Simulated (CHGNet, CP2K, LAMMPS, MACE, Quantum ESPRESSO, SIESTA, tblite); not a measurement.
# Bulk modulus two ways: amorphous 32Ga2O3-68GeO2 (mol %) (69 atoms), MACE MP-0b3 medium

The cell holds 69 atoms (12 Ga, 13 Ge and 44 O). Recipe: 69 atoms (12 Fe, 13 Ge, 44 O) placed at random at 4.43 g/cm³, melted at 5000 K for 10 ps at fixed volume with the Morse and Coulomb pair potential with partial charges (Pedone, Malavasi, Menziani, Cormack and Segre, J. Phys. Chem. B 110, 11780 (2006)). Quenched from 5000 K to 300 K at 20 K/ps and fixed volume, held 5 ps, then minimised at fixed cell. Then Fe was replaced by Ga and the cell scaled by 1.006 (the potential has no terms for the new elements, so the cell is a start for a DFT relaxation). Then the atoms were relaxed with MACE MP-0b3 medium in the fixed cell.

Calculated with MACE MP-0b3 medium: MACE MP-0b3 medium, trained on PBE(+U) plane-wave data, no dispersion term. The cell is scaled evenly by ±3 % in volume, and MACE MP-0b3 medium relaxes the atoms at each volume before the single point.

```
volume (Å³/atom)  energy less the middle row's (meV/atom)  pressure (GPa)
          12.446                                   -0.786           0.909
          12.831                                    0.000          -1.464
          13.215                                    5.773          -3.334
```

**Question.** Find the bulk modulus at the middle volume from the pressures and from the energies, and check the printed pressure against the slope of the energy (1 meV/Å³ = 0.16022 GPa).

**Working.**

The step is h = 0.3849 Å³. From pressures: B = −V dP/dV = 12.831 × (0.909 − (-3.334)) / (2 × 0.3849) = 70.7 GPa.

From energies: B = V d²E/dV² = 12.831 × (-0.786 + (5.773)) / 0.3849² = 431.9 meV/Å³ = 69.2 GPa.

Slope: P = −dE/dV = −(5.773 − (-0.786)) / (2 × 0.3849) = -8.52 meV/Å³ = -1.37 GPa, against -1.46 GPa printed.

The two moduli agree within 2 %.

A central difference over ±3 % overstates P by about B(1 + B′)(0.03)²/6, some 0.05 GPa for B′ = 4.

Limits: three points, a static cell at zero temperature, the cell shape held; the modulus is that at -1.5 GPa, not at zero pressure.

[Logs are printed without paths, hosts, clocks, repeated set-up lines and the standing remarks that a program may print on its own settings, such as how far it seeks lower states.]

[Hosts, paths, dates, database ids (printed as entryN), source tags and the programs' standing remarks are cut or masked in the printed files.]
